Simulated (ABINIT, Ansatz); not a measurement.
# Calculated records

**Quasiparticle gap of KCdF3 (Pm-3m) in ABINIT**

Symmetry: Pm-3m, No. 221, cubic system. Conventional cell: a = 4.382 Å, b = 4.382 Å, c = 4.382 Å, α = 90.00°, β = 90.00°, γ = 90.00°. K has 12 F at 3.10 Å nearest. Cd has 6 F at 2.19 Å nearest. F has 2 Cd at 2.19 Å and 4 K at 3.10 Å nearest. Farther neighbours, and contacts between anions beyond the nearest, are not listed.

```
method               : RPA screening on LDA, plane waves, norm-conserving pseudopotentials (and 2 further levels or steps)
program              : ABINIT 10.8.3
settings             : cutoff 47 Ha, PseudoDojo scalar-relativistic 0.4.1 standard, norm-conserving, ngkpt (2, 2, 2), nband 66, ecuteps 3.6 Ha, inclvkb 2, shiftk (0, 0, 0), symchi 1, awtr 1, frequency ppm, 2×2×2 k-mesh
cost                 : 4 runs, 1.8 min in all on 4 MPI ranks of Arm Neoverse V2, shared host
notes                : The cell and positions are those that the Materials Project relaxed with its own functionals (PBE, PBE+U or r2SCAN), kept fixed. Limits: d shell near the gap, gap tends to lie low; no spin-orbit coupling. The 2×2×2 mesh is coarse for this cell, which bears on the long-range parts of exchange and screening.
LDA gap              : 2.83 eV, indirect
G0W0 gap on the mesh : 6.51 eV
GW settings          : 2×2×2 mesh, 66 bands, screening to 98 eV, Godby-Needs plasmon pole
known limits         : short of the basis limit; d shell near the gap, gap tends to lie low; no spin-orbit coupling; coarse k mesh
```

G0W0 moves the gap on the mesh from 2.83 eV to 6.51 eV (+3.68 eV), with Z of 0.81 and 0.88 at the edges. Local fields lower the RPA ε∞ on this mesh from 2.40 to 2.28; a Γ-centred mesh this coarse tends to raise both, most where the direct gap is narrow, while a short band sum lowers them.

[Long decimals in the printed logs are rounded to 6 places.]

[Logs are printed without paths, hosts, clocks, repeated set-up lines and the standing remarks that a program may print on its own settings, such as how far it seeks lower states.]

[Paths, hosts, dates, memory and timing lines, banners, echoed tables and standing remarks are left out of the program output; an Ansatz launch command may be rebuilt from the run's recorded settings. Measured values are a selection of at most five: reports struck by readers or far from the other reports are left out. None is set beside runs whose start may be inverted or whose files or cutoffs have a known fault.]

[Runs of the session that timed out or met a known fault of the program may be left out.]

[Hosts, paths, dates, database ids (printed as entryN), source tags and the programs' standing remarks are cut or masked in the printed files.]

[G0W0 gaps are taken among the corrected bands and points alone; a level outside them can change the order at an edge.]

[Where Ansatz stands beside ABINIT at settings called matched, ABINIT's density can come from a denser mesh and the files from another edition; pairs whose starting gaps differed by over 0.03 eV were left out, so agreement reads better than it is.]
